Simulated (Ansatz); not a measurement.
**Changed inputs in constrained RPA: TlCrTe2 (P-3m1)**

Aim: hold the target of a cRPA run on TlCrTe2 (P-3m1) and move one thing at a time.

Method: constrained RPA on LDA, plane waves, PAW, in Ansatz 0.2.0.

Report form: the programs' logs are mostly left out.

## (1) Starting point

The structure is trigonal, space group P-3m1 (No. 164). The conventional cell has a = 4.110 Å, b = 4.110 Å, c = 7.949 Å, α = 90.00°, β = 90.00°, γ = 120.00°. Nearest to Cr lie 6 Te at 2.78 Å. Nearest to Tl lie 6 Te at 3.46 Å. Te has 3 Cr at 2.78 Å and 3 Tl at 3.46 Å nearest. Farther neighbours and most contacts between anions are not listed.

The cell and positions are those that the Materials Project relaxed with its own functionals (PBE, PBE+U or r2SCAN), kept fixed. Spin-orbit coupling is left out unless a step names it. The default PAW set here is soft_2. Its files were made with PBE.

## (2) Base: Cr t2g + anion p, bands v8 to c1, 6×6×2 mesh, medium accuracy

Constrained RPA screens the interaction with every transition except those inside the target bands, which a later many-body model would treat itself.

input.yaml reads:

```yaml
crystal:
  lattice:
    - [-2.90609076, 1.0e-08, 2.90609079]
    - [2.90609076, -2.90609079, -1.0e-08]
    - [4.58929001, 4.58928994, 4.58928994]
  atoms:
    - { symbol: Cr, position: [0.0, 0.0, 0.5] }
    - { symbol: Tl, position: [0.0, 0.0, 0.0] }
    - { symbol: Te, position: [0.66666667, 0.33333333, 0.68330262] }
    - { symbol: Te, position: [0.33333333, 0.66666667, 0.31669738] }
kpoints:
  mp_grid: { grid: [6, 6, 4] }
hamiltonian:
  xc: lda
scf:
  occupations: { method: gaussian, width: 0.08 }
  n_extra_bands: 19
  max_iter: 150
output:
  crpa:
    kmesh: [6, 6, 2]
    target_bands: [v8, c1]
    projections:
      - { species: Cr, l: d, shell: 3, orbitals: [dxz, dyz, dxy] }
      - { species: Te, l: p, shell: 5 }
  local_orbitals:
    kmesh: [12, 12, 4]
    orbitals:
      - { species: Cr, l: d, shell: 3, orbitals: [dxz, dyz, dxy] }
      - { species: Te, l: p, shell: 5 }
    window: { bands: [v8, c1] }
    seedname: lo
```

Run with:

```bash
$ ansatz run input.yaml --threads 4 --pin off --max-ram 9216MiB --backend cpu --events-out ev --progress --plain --runs-dir out
```

The job ended after 24 min (4 threads of Arm Neoverse V1, shared host; peak memory 1 GiB).

Numbers from this step:

```
U                                                 : 1.775 eV
U prime (inter-orbital)                           : 0.9649 eV
J                                                 : 0.3964 eV
bare V                                            : 16.46 eV
bare J                                            : 0.5773 eV
stated bound on U                                 : 0.003389 eV
U over bare V                                     : 0.1079
electrons in the window                           : 15.00
head of the constrained inverse dielectric matrix : 0.06917
least eigenvalue of the projection's overlap      : 0.3177
target functions                                  : 9
bands in the sums                                 : 62
r.m.s. miss of the model bands                    : 0.002660 eV
width of the target bands                         : 5.813 eV
weight of the projected orbitals in the window    : 0.8732
```

On the Cr t2g shell, screening brings the on-site interaction from 16.5 eV down to U = 1.77 eV.

## (3) Changed: 3×3×2 mesh

input.yaml, the sections that differ from step 2:

```yaml
output:
  crpa:
    kmesh: [3, 3, 2]
    target_bands: [v8, c1]
    projections:
      - { species: Cr, l: d, shell: 3, orbitals: [dxz, dyz, dxy] }
      - { species: Te, l: p, shell: 5 }
# crystal, kpoints, hamiltonian, scf: as in step 2
```

Elapsed: 2.2 min, on 4 threads; peak memory 0.84 GiB; 8.6 min of CPU time.

Numbers from this step:

```
U                                                 : 1.819 eV
U prime (inter-orbital)                           : 1.002 eV
J                                                 : 0.3979 eV
bare V                                            : 16.52 eV
bare J                                            : 0.5771 eV
stated bound on U                                 : 0.001696 eV
U over bare V                                     : 0.1101
electrons in the window                           : 15.00
head of the constrained inverse dielectric matrix : 0.07340
least eigenvalue of the projection's overlap      : 0.3567
target functions                                  : 9
bands in the sums                                 : 62
width of the target bands                         : 5.813 eV
weight of the projected orbitals in the window    : 0.8732
```

On the Cr t2g shell, screening brings the on-site interaction from 16.5 eV down to U = 1.82 eV.

## (4) Changed: spin-orbit coupling, which the program doesn't serve

This step: constrained RPA on LDA with spin-orbit coupling, plane waves, PAW.

input.yaml: that of step 3 with these lines changed.

```diff
@@ -18,5 +18,8 @@
   max_iter: 150
+magnetization:
+  noncollinear: true
+  spin_orbit: true
 output:
   crpa:
-    kmesh: [3, 3, 2]
+    kmesh: [6, 6, 2]
     target_bands: [v8, c1]
```

Wall time 0.03 s (4 threads); peak memory 0.033 GiB.

The program refused the input before any cycle.

The program's message: “Error: output.crpa with magnetization.noncollinear: true — the cRPA pipeline runs scalar-band solve channels only (unpolarised or collinear) — spinor oscillator elements are not implemented; use a col …”

The fault put into this input: spin-orbit coupling, which the program doesn't serve.

## (5) Side by side

Times are wall times on 4 threads of Arm Neoverse V1, shared host, good to a factor of about two.

```csv
run,bare V (eV),U (eV),J (eV),bound on U (eV),width (eV),time
target window,16.46,1.775,0.396,0.0034,5.81,24 min
3×3×2 mesh,16.52,1.819,0.398,0.0017,5.81,2.2 min
```

## (6) Outcome

```json
{
 "target window": "U 1.77 eV, J 0.40 eV",
 "3×3×2 mesh": "U 1.82 eV, J 0.40 eV"
}
```

In words: 3×3×2 mesh moves U by +0.04 eV at 0.094 times the time. The printed bound covers the solver alone, not the mesh, and no denser mesh than the base was run. The parent state is non-magnetic and the interaction static (zero frequency); U depends on the window and the orbitals, so it belongs to this model alone. Spin-orbit coupling, which is strong for atoms this heavy, is left out. A window that holds the anion p bands defines a model with explicit ligands; its U belongs to that model and is not the U of DFT+U.

[Paths, hosts, dates, memory and timing lines, banners, echoed tables and standing remarks are left out of the program output.]

[Logs are printed without paths, hosts, clocks, repeated set-up lines and the standing remarks that a program may print on its own settings, such as how far it seeks lower states.]

[Runs of the session that timed out or met a known fault of the program may be left out.]

[Hosts, paths, dates, database ids (printed as entryN), source tags and the programs' standing remarks are cut or masked in the printed files.]
